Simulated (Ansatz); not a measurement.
**BeGa2 (built on the sites of a database entry of SrGa2): a soft mode frozen in**

Wanted: the energy along a soft mode of BeGa2 (built on the sites of a database entry of SrGa2) and the structure at the end.

Calculated with Ansatz 0.2.0; DFT LDA, scalar-relativistic, plane waves, norm-conserving pseudopotentials.

Most raw output is cut from this account.

The structure was built from a prototype and need not be the compound's stable phase.

### Step 1. The structure

Symmetry: P6/mmm, No. 191, hexagonal system. Conventional cell: a = 4.409 Å, b = 4.409 Å, c = 2.556 Å, α = 90.00°, β = 90.00°, γ = 120.00°. Nearest to Be lie 2 Be at 2.56 Å and 12 Ga at 2.85 Å. Ga has 5 Ga at 2.55 to 2.56 Å and 6 Be at 2.85 Å nearest. Farther neighbours are not listed.

### Step 2. Phonons on a q mesh

The cell comes from relaxations at this level that are not shown. Stability and thermal properties need the whole zone. Linear response on a 2×2×2 q mesh gives force constants as far as a supercell of that size would.

input.yaml

```yaml
crystal:
  lattice:
    - [4.4085804018, -3.75e-06, 0.0]
    - [-2.2042869533, 3.8179444975, 0.0]
    - [0.0, 0.0, 2.5559013397]
  atoms:
    - { symbol: Be, position: [0.0, 0.0, 0.0] }
    - { symbol: Ga, position: [0.3333333333, 0.6666666667, 0.5] }
    - { symbol: Ga, position: [0.6666666667, 0.3333333333, 0.5] }
kpoints:
  mp_grid: { grid: [12, 12, 16] }
hamiltonian:
  xc: lda
  pseudopotentials: { kind: nc }
scf:
  occupations: { method: methfessel_paxton, width: 0.2 }
output:
  eigenvalues: true
phonons:
  method: dfpt
  qmesh: [2, 2, 2]
  temperatures: { t_max: 1000, t_step: 50 }
  qpath:
    path:
      - [[0.0, 0.0, 0.0], [0.5, 0.0, 0.0], [0.33333333, 0.33333333, 0.0], [0.0, 0.0, 0.0], [0.0, 0.0, 0.5], [0.5, 0.0, 0.5], [0.33333333, 0.33333333, 0.5], [0.0, 0.0, 0.5]]
      - [[0.5, 0.0, 0.5], [0.5, 0.0, 0.0]]
      - [[0.33333333, 0.33333333, 0.5], [0.33333333, 0.33333333, 0.0]]
    npoints: 10
```

Started as:

```bash
> ansatz run input.yaml --threads 8 --pin off --max-ram 14336MiB --backend cpu --events-out ev --progress --plain --runs-dir out
```

Run time: 5.4 min. Hardware: 8 threads of Arm Neoverse V2, shared host; peak memory 4.6 GiB; 42 min of CPU time.

This step gave:

- volume per atom: 14.34 Å³
- gap on the k-mesh: 0 eV
- sum-rule residual before enforcement: 3.54e-5 eV/Å²
- lowest frequency on the path: -183.2 cm⁻¹
- point group: 6/mmm
- highest frequency on the path or at a solved wavevector: 235.3 cm⁻¹
- highest optical mode at the zone centre (no LO-TO term): 192.7 cm⁻¹
- lowest optical zone-centre mode: -58.65 cm⁻¹
- lowest mode on the q mesh (acoustic modes at Γ apart): -183.2 cm⁻¹

Frequencies (cm⁻¹) solved at each irreducible wavevector; negative means imaginary. Frequencies by wavevector, by row:

| q in reciprocal lattice units | star | mode 1 | mode 2 | mode 3 | mode 4 | mode 5 | mode 6 | mode 7 | mode 8 | mode 9 |
| --- | --- | --- | --- | --- | --- | --- | --- | --- | --- | --- |
| 0 0 0 | 1 | -58.6 | -58.6 | -43 | 0 | 0 | 0 | 20.2 | 192.7 | 192.7 |
| 0 0 -0.5 | 1 | -183.2 | -183.2 | -50 | -50 | 119.1 | 155.1 | 155.1 | 197.1 | 235.3 |
| 0 -0.5 0 | 3 | -153.4 | -117.5 | -67.5 | -51.2 | -35.2 | -34.1 | 99.7 | 172.9 | 213 |
| 0 -0.5 -0.5 | 3 | -118.7 | -71.7 | 27.6 | 83.5 | 134.6 | 182.9 | 185.9 | 216.2 | 232.7 |

Interpolated from a 2×2×2 q mesh, rough between the solved points. Phonon branches along the path, in cm⁻¹:

| point | branch 1 | branch 2 | branch 3 | branch 4 | branch 5 | branch 6 | branch 7 | branch 8 | branch 9 |
| --- | --- | --- | --- | --- | --- | --- | --- | --- | --- |
| Γ | -59 | -59 | -43 | 0 | 0 | 0 | 20 | 193 | 193 |
| halfway | -112 | -94 | -52 | -50 | -26 | -20 | 64 | 186 | 203 |
| M | -153 | -118 | -68 | -51 | -35 | -34 | 100 | 173 | 213 |
| halfway | -158 | -112 | -75 | -70 | -36 | -35 | 118 | 168 | 212 |
| K | -162 | -96 | -96 | -81 | -37 | -37 | 148 | 148 | 212 |
| halfway | -124 | -98 | -61 | -55 | -28 | -24 | 78 | 184 | 204 |
| Γ | -59 | -59 | -43 | 0 | 0 | 0 | 20 | 193 | 193 |
| halfway | -136 | -136 | -36 | -36 | 79 | 140 | 166 | 175 | 175 |
| A | -183 | -183 | -50 | -50 | 119 | 155 | 155 | 197 | 235 |
| halfway | -154 | -127 | -63 | 22 | 143 | 164 | 170 | 205 | 235 |
| L | -119 | -72 | 28 | 84 | 135 | 183 | 186 | 216 | 233 |
| halfway | -101 | -73 | -5 | 97 | 135 | 167 | 198 | 219 | 231 |
| H | -74 | -57 | -57 | 122 | 122 | 160 | 204 | 225 | 225 |
| halfway | -143 | -113 | -66 | 43 | 151 | 154 | 180 | 208 | 234 |
| A | -183 | -183 | -50 | -50 | 119 | 155 | 155 | 197 | 235 |
| jump to L | -119 | -72 | 28 | 84 | 135 | 183 | 186 | 216 | 233 |
| halfway | -91 | -87 | -70 | 46 | 93 | 151 | 165 | 166 | 198 |
| M | -153 | -118 | -68 | -51 | -35 | -34 | 100 | 173 | 213 |
| jump to H | -74 | -57 | -57 | 122 | 122 | 160 | 204 | 225 | 225 |
| halfway | -84 | -84 | -77 | 45 | 136 | 136 | 160 | 160 | 202 |
| K | -162 | -96 | -96 | -81 | -37 | -37 | 148 | 148 | 212 |

Symmetry leaves 4 wavevectors to solve. The lowest mode among them, the acoustic zeros apart, lies at q = (0, 0, -0.5) and is imaginary, 183.2i cm⁻¹, so the energy falls along it.

### Step 3. The mode frozen in, largest atomic shift 0 Å

The mode followed lies at q = (0, 0, -0.5) with frequency 183.2i cm⁻¹ and is 2-fold degenerate, the softest among the wavevectors solved. At small amplitude the distorted cell has space group no. 63 by a symmetry search on the positions. The undistorted cell that holds it gives the zero of energy on the same k mesh.

System of this step: BeGa2 (built on the sites of a database entry of SrGa2). Symmetry: P6/mmm, No. 191, hexagonal system. The conventional cell has a = 4.409 Å, b = 4.409 Å, c = 2.556 Å, α = 90.00°, β = 90.00°, γ = 120.00°. Nearest to Be lie 2 Be at 2.56 Å and 12 Ga at 2.85 Å. Nearest to Ga lie 5 Ga at 2.55 to 2.56 Å and 6 Be at 2.85 Å. Farther neighbours are not listed.

input.yaml

```yaml
crystal:
  lattice:
    - [2.2042869533, -3.8179444975, 0.0]
    - [-2.2042934485, -3.8179407476, 0.0]
    - [0.0, 0.0, -5.1118026794]
  atoms:
    - { symbol: Be, position: [0.0, 0.0, 0.0] }
    - { symbol: Be, position: [0.0, 0.0, 0.5] }
    - { symbol: Ga, position: [0.6666666667, 0.6666666667, 0.25] }
    - { symbol: Ga, position: [0.6666666667, 0.6666666667, 0.75] }
    - { symbol: Ga, position: [0.3333333333, 0.3333333333, 0.25] }
    - { symbol: Ga, position: [0.3333333333, 0.3333333333, 0.75] }
kpoints:
  mp_grid: { grid: [9, 9, 8] }
hamiltonian:
  xc: lda
  pseudopotentials: { kind: nc }
scf:
  occupations: { method: methfessel_paxton, width: 0.2 }
output:
  forces: true
  stress: true
  eigenvalues: true
```

Elapsed: 5 s, on 8 threads; peak memory 1.2 GiB.

This step gave:

```yaml
pressure: -0.007650 GPa
energy_from_the_undistorted_cell: 0 meV/atom
```

The run ends at a pressure of -0.01 GPa.

### Step 4. The mode frozen in, largest atomic shift 0.45 Å

The atoms are moved along the unstable eigenvector, the largest shift by 0.45 Å, with the cell fixed.

input.yaml: that of step 3 with these lines changed.

```diff
@@ -6,4 +6,4 @@
   atoms:
-    - { symbol: Be, position: [0.0, 0.0, 0.0] }
-    - { symbol: Be, position: [0.0, 0.0, 0.5] }
+    - { symbol: Be, position: [0.1178645267, -0.0589322633, 0.0] }
+    - { symbol: Be, position: [-0.1178645267, 0.0589322633, 0.5] }
     - { symbol: Ga, position: [0.6666666667, 0.6666666667, 0.25] }
```

Elapsed: 8.6 s, on 8 threads; peak memory 1.5 GiB; 67 s of CPU time.

This step gave:

| Item | Value |
| --- | --- |
| pressure | 1.287 GPa |
| energy from the undistorted cell | -16.48 meV/atom |

The energy, extrapolated to zero smearing, is -16.48 meV/atom against the undistorted cell.

The run ends at a pressure of 1.29 GPa, with forces up to 0.32 eV/Å.

### Step 5. Energy along the mode, all amplitudes (two of the runs are shown above)

An imaginary frequency means negative curvature, so the energy should fall and then rise again as anharmonic terms take over.

Numbers from this step:

```
depth at the lowest point sampled  : 16.48 meV/atom
largest atomic shift at that point : 0.45 Å
```

The energy from the parent by largest atomic shift:

| largest atomic shift (Å) | energy from the parent (meV/atom) |
| --- | --- |
| 0.000 | 0 |
| 0.040 | -0.237 |
| 0.080 | -0.951 |
| 0.140 | -2.89 |
| 0.220 | -6.72 |
| 0.320 | -12.1 |
| 0.450 | -16.5 |
| 0.600 | -10.1 |

Displacement at unit largest shift by atom:

| atom | x (Å) | y (Å) | z (Å) | size |
| --- | --- | --- | --- | --- |
| Be1 | 0.866 | -0.500 | 0.000 | 1.000 |
| Be2 | -0.866 | 0.500 | 0.000 | 1.000 |
| Ga3 | 0.000 | 0.000 | 0.000 | 0.000 |
| Ga4 | 0.000 | 0.000 | 0.000 | 0.000 |
| Ga5 | 0.000 | 0.000 | 0.000 | 0.000 |
| Ga6 | 0.000 | 0.000 | 0.000 | 0.000 |

The lowest of the steps tried is at 0.45 Å, 16.5 meV/atom below the parent; the bottom of the well need not coincide with a step.

### Step 6. Relaxation from the frozen mode

Starting from the lowest point found, all atoms and the cell are let go, so that strain and other modes of the same symmetry can join in.

input.yaml: that of step 4 with these lines changed.

```diff
@@ -23 +23,6 @@
   eigenvalues: true
+relax:
+  adjacent_minimum: "off"
+  f_tol: 0.002
+  max_steps: 120
+  cell: { stress_tol: 0.03 }
```

Wall time 2.7 min (8 threads); peak memory 1.7 GiB.

Relaxation path:

| step | energy less that of the first step (eV) | largest force component (eV/Å) | pressure (GPa) | volume (Å³) |
| --- | --- | --- | --- | --- |
| 1 | 0.0000 | 0.2534 | 1.29 | 86.04 |
| 2 | -0.0776 | 0.2033 | 0.12 | 87.53 |
| 3 | -0.1738 | 0.1720 | -0.18 | 88.21 |
| 4 | -0.2748 | 0.1450 | -0.24 | 88.59 |
| 5 | -0.4066 | 0.1166 | -0.28 | 88.89 |
| 6 | -0.5100 | 0.1377 | -0.47 | 89.21 |
| 7 | -0.5325 | 0.0080 | 2.28 | 87.78 |
| 8 | -0.5834 | 0.0924 | -0.64 | 90.89 |
| 9 | -0.5936 | 0.0284 | 0.43 | 90.89 |
| 10 | -0.5965 | 0.0091 | 0.04 | 91.23 |
| 11 | -0.5971 | 0.0059 | -0.02 | 91.43 |
| 12 | -0.5972 | 0.0024 | -0.01 | 91.53 |
| 13 | -0.5972 | 0.0005 | 0.00 | 91.54 |
| 14* | -0.6279 | 0.0012 | 0.84 | 91.54 |
| 15 | -0.6399 | 0.0338 | -0.33 | 93.66 |
| 16 | -0.6415 | 0.0022 | 0.04 | 93.01 |
| 17 | -0.6416 | 0.0012 | 0.02 | 93.02 |
| 18 | -0.6416 | 0.0010 | -0.01 | 93.05 |
| 19* | -0.6418 | 0.0010 | -0.01 | 93.05 |

Relaxation steps marked * repeat the geometry before them on a plane-wave basis chosen anew for their cell, so energy and pressure can jump there.

Forces are held to the 8 operations that the run works with; a distortion that breaks them can't arise in this run.

| cell as run | before | after | change |
| --- | --- | --- | --- |
| a (Å) | 4.409 | 4.845 | +9.9 % |
| b (Å) | 4.409 | 3.845 | -12.8 % |
| c (Å) | 5.112 | 5.441 | +6.4 % |
| γ (°) | 60.00 | 66.62 | +11.0 % |
| volume (Å³/atom) | 14.34 | 15.51 | +8.1 % |

The atoms that moved most (Å, as changes of fractional coordinates times the final cell):

| atom | dx | dy | dz | length |
| --- | --- | --- | --- | --- |
| Be1 | 0.616 | -0.356 | 0.000 | 0.711 |
| Be2 | -0.616 | 0.356 | 0.000 | 0.711 |
| Ga5 | -0.182 | 0.105 | -0.016 | 0.211 |
| Ga6 | -0.182 | 0.105 | 0.016 | 0.211 |
| Ga3 | 0.182 | -0.105 | 0.016 | 0.211 |
| Ga4 | 0.182 | -0.105 | -0.016 | 0.211 |

The relaxed structure:

```cif
data_structure
_symmetry_space_group_name_H-M 'P 1'
_symmetry_Int_Tables_number 1
_cell_length_a 4.8452
_cell_length_b 3.8454
_cell_length_c 5.4409
_cell_angle_alpha 90.000
_cell_angle_beta 90.000
_cell_angle_gamma 66.620
_cell_volume 93.05
loop_
_atom_site_label
_atom_site_type_symbol
_atom_site_fract_x
_atom_site_fract_y
_atom_site_fract_z
_atom_site_occupancy
Be1 Be 0.27777 0.86112 0.00000 1
Be2 Be 0.72223 0.13888 0.50000 1
Ga3 Ga 0.71393 0.64304 0.24710 1
Ga4 Ga 0.71393 0.64304 0.75290 1
Ga5 Ga 0.28607 0.35696 0.25290 1
Ga6 Ga 0.28607 0.35696 0.74710 1
```

This step gave:

```yaml
pressure: -0.006588 GPa
volume_per_atom: 15.51 Å³
```

The distorted start has space group Cmcm; the relaxation ends in Cmcm.

### Step 7. The new phase in its own primitive cell

The relaxed structure is symmetrised, reduced to its primitive cell and relaxed tightly, as its phonons need.

input.yaml

```yaml
crystal:
  lattice:
    - [1.9226981442, -4.4474107076, 0.0]
    - [1.9226981442, 4.4474107076, 0.0]
    - [0.0, 0.0, 5.4409206566]
  atoms:
    - { symbol: Be, position: [0.1388849466, 0.8611150534, 0.75] }
    - { symbol: Be, position: [0.8611150534, 0.1388849466, 0.25] }
    - { symbol: Ga, position: [0.3569626926, 0.6430373074, 0.5028980155] }
    - { symbol: Ga, position: [0.3569626926, 0.6430373074, 0.9971019845] }
    - { symbol: Ga, position: [0.6430373074, 0.3569626926, 0.4971019845] }
    - { symbol: Ga, position: [0.6430373074, 0.3569626926, 0.0028980155] }
kpoints:
  mp_grid: { grid: [10, 10, 8] }
hamiltonian:
  xc: lda
  pseudopotentials: { kind: nc }
scf:
  occupations: { method: methfessel_paxton, width: 0.2 }
output:
  forces: true
  stress: true
  eigenvalues: true
relax:
  adjacent_minimum: "off"
  f_tol: 0.001
  max_steps: 60
  cell: { stress_tol: 0.01 }
```

Elapsed: 94 s, on 8 threads; peak memory 1.9 GiB.

Relaxation path:

| step | energy less that of the first step (eV) | largest force component (eV/Å) | pressure (GPa) | volume (Å³) |
| --- | --- | --- | --- | --- |
| 1 | 0.0000 | 0.0103 | -0.02 | 93.05 |
| 2 | -0.0013 | 0.0151 | -0.03 | 93.04 |
| 3 | -0.0026 | 0.0091 | 0.05 | 92.99 |
| 4 | -0.0027 | 0.0153 | -0.08 | 93.21 |
| 5 | -0.0028 | 0.0050 | -0.02 | 93.22 |
| 6 | -0.0028 | 0.0055 | 0.04 | 93.17 |
| 7 | -0.0028 | 0.0019 | 0.00 | 93.22 |
| 8 | -0.0028 | 0.0003 | 0.00 | 93.24 |
| 9* | -0.0028 | 0.0003 | 0.00 | 93.24 |

Relaxation steps marked * repeat the geometry before them on a plane-wave basis chosen anew for their cell, so energy and pressure can jump there. Relaxation step 6 was tried and not accepted.

The run keeps the 8 symmetry operations that it works with, so distortions that break them were not tested.

| conventional cell, symmetrised | before | after | change |
| --- | --- | --- | --- |
| a (Å) | 3.845 | 3.840 | -0.1 % |
| b (Å) | 8.895 | 8.830 | -0.7 % |
| c (Å) | 5.441 | 5.500 | +1.1 % |
| volume (Å³/atom) | 15.51 | 15.54 | +0.2 % |

The atoms that moved most (Å, as changes of fractional coordinates times the final cell):

| atom | dx | dy | dz | length |
| --- | --- | --- | --- | --- |
| Be2 | 0.000 | 0.016 | 0.000 | 0.016 |
| Be1 | 0.000 | -0.016 | 0.000 | 0.016 |
| Ga4 | 0.000 | 0.002 | 0.005 | 0.005 |
| Ga6 | 0.000 | -0.002 | -0.005 | 0.005 |
| Ga3 | 0.000 | 0.002 | -0.005 | 0.005 |
| Ga5 | 0.000 | -0.002 | 0.005 | 0.005 |

The relaxed structure:

```xyz
6
Lattice="1.9201 -4.4149 0.0000 1.9201 4.4149 0.0000 0.0000 0.0000 5.4996" Properties=species:S:1:pos:R:3 pbc="T T T"
Be    1.9201    3.1730    4.1247
Be    1.9201   -3.1730    1.3749
Ga    1.9201    1.2650    2.7607
Ga    1.9201    1.2650    5.4887
Ga    1.9201   -1.2650    2.7389
Ga    1.9201   -1.2650    0.0109
```

This step gave:

* pressure: 0.001743 GPa
* volume per atom: 15.54 Å³

The largest force component left is 0.28 meV/Å and the pressure is 0.002 GPa, within the tolerances set. The cell now holds 15.54 Å³/atom.

### Step 8. Modes of the new phase, k-mesh 10×10×8

A relaxed structure may still be a saddle point, so its zone-centre modes are computed. No field response is asked, since the mesh shows no gap.

input.yaml

```yaml
crystal:
  lattice:
    - [1.9200754561, -4.4148556616, 0.0]
    - [1.9200754561, 4.4148556616, 0.0]
    - [0.0, 0.0, 5.4995767528]
  atoms:
    - { symbol: Be, position: [0.1406499888, 0.8593500112, 0.75] }
    - { symbol: Be, position: [0.8593500112, 0.1406499888, 0.25] }
    - { symbol: Ga, position: [0.3567302533, 0.6432697467, 0.5019776996] }
    - { symbol: Ga, position: [0.3567302533, 0.6432697467, 0.9980223004] }
    - { symbol: Ga, position: [0.6432697467, 0.3567302533, 0.4980223004] }
    - { symbol: Ga, position: [0.6432697467, 0.3567302533, 0.0019776996] }
kpoints:
  mp_grid: { grid: [10, 10, 8] }
hamiltonian:
  xc: lda
  pseudopotentials: { kind: nc }
scf:
  occupations: { method: methfessel_paxton, width: 0.2 }
output:
  eigenvalues: true
phonons:
  method: dfpt
```

Elapsed: 4.5 min, on 8 threads; peak memory 7.9 GiB; 35 min of CPU time.

Numbers from this step:

```yaml
sum_rule_residual_before_enforcement: 8.20e-5 eV/Å²
point_group: mmm
highest_optical_mode_at_the_zone_centre_no_lo_to_term: 465.8 cm⁻¹
lowest_optical_zone_centre_mode: 75.97 cm⁻¹
```

Patterns of degenerate modes are one choice out of their space. Modes at Γ, with each element's share of the kinetic energy:

| mode | frequency (cm⁻¹) | symmetry | Be % | Ga % |
| --- | --- | --- | --- | --- |
| 1 | 0.0 | acoustic | 6 | 94 |
| 2 | 0.0 | acoustic | 6 | 94 |
| 3 | 0.0 | acoustic | 6 | 94 |
| 4 | 76.0 | B1u | 1 | 99 |
| 5 | 93.0 | B3g | 1 | 99 |
| 6 | 103.8 | Au | 0 | 100 |
| 7 | 109.7 | B1g | 7 | 93 |
| 8 | 125.9 | Ag | 11 | 89 |
| 9 | 146.0 | B2u | 11 | 89 |
| 10 | 148.2 | B2g | 0 | 100 |
| 11 | 174.8 | Ag | 15 | 85 |
| 12 | 196.7 | B3g | 1 | 99 |
| 13 | 287.6 | B2u | 83 | 17 |
| 14 | 319.3 | Ag | 74 | 26 |
| 15 | 388.2 | B1u | 92 | 8 |
| 16 | 414.6 | B3g | 98 | 2 |
| 17 | 446.0 | B3u | 94 | 6 |
| 18 | 465.8 | B1g | 93 | 7 |

Displacements in mode 4 (76.0 cm⁻¹), the largest set to 1:
```
Be1  0.00  0.00  0.48
Be2  0.00  0.00  0.48
Ga3  0.00  1.00 -0.03
Ga4  0.00 -1.00 -0.03
Ga5  0.00  1.00 -0.03
Ga6  0.00 -1.00 -0.03
```

Displacements in mode 14 (319.3 cm⁻¹), the largest set to 1:
```
Be1  0.00  1.00  0.00
Be2  0.00 -1.00  0.00
Ga3  0.00 -0.13 -0.07
Ga4  0.00 -0.13  0.07
Ga5  0.00  0.13  0.07
Ga6  0.00  0.13 -0.07
```

Before it was imposed, the acoustic sum rule was missed by 8.2e-5 eV/Å². Small misses are needed for a sound result but don't prove that mesh and cutoff are converged. The lowest optical mode is real, 76.0 cm⁻¹.

### Step 9. Results

```json
{"unstable mode of the parent": "q = (0, 0, -0.5), 183i cm⁻¹", "depth at the lowest point sampled": "16.5 meV/atom", "largest atomic shift at that point": "0.45 Å", "space group reached (within 0.01 Å)": "Cmcm", "energy gained over the parent (first relaxation, on the mesh of the frozen mode)": "123 meV/atom", "volume per atom, phase reached": "15.5 Å³", "lowest optical zone-centre mode, phase reached": "76.0 cm⁻¹", "highest optical mode at the zone centre (no LO-TO term), phase reached": "466 cm⁻¹"}
```

Along this mode the structure falls into Cmcm, 123 meV/atom below the parent. At the parent's cell the well is 16.48 meV/atom deep on the steps tried, with its lowest point at a shift of 0.45 Å. Relaxing atoms and cell changes the gain by +107.01 meV/atom against the lowest step (energies at zero smearing). Most of the total comes from this relaxation. The new phase has no imaginary mode at the zone centre of its cell; other wavevectors were not checked. Of the 3 patterns followed to their end from this parent, this one ends 228 meV/atom above the lowest, Fm-3m. Each path keeps the symmetry of its pattern, so a lower phase may lie along a pattern not tried. The q mesh stands for a supercell only 5.1 Å across, so branches between the solved wavevectors are rough. With no gap, or one that is small against the smearing, the frequencies hang on the k mesh and the smearing, most of all near Kohn anomalies. A phonon run warned that its eigensolver left some bands unconverged in a pass. The starting cell was built on a prototype and not taken from a measurement, so the phase need not exist.

[Logs are printed without paths, hosts, clocks, repeated set-up lines and the standing remarks that a program may print on its own settings, such as how far it seeks lower states.]

[Hosts, paths, dates, database ids (printed as entryN), source tags and the programs' standing remarks are cut or masked in the printed files.]
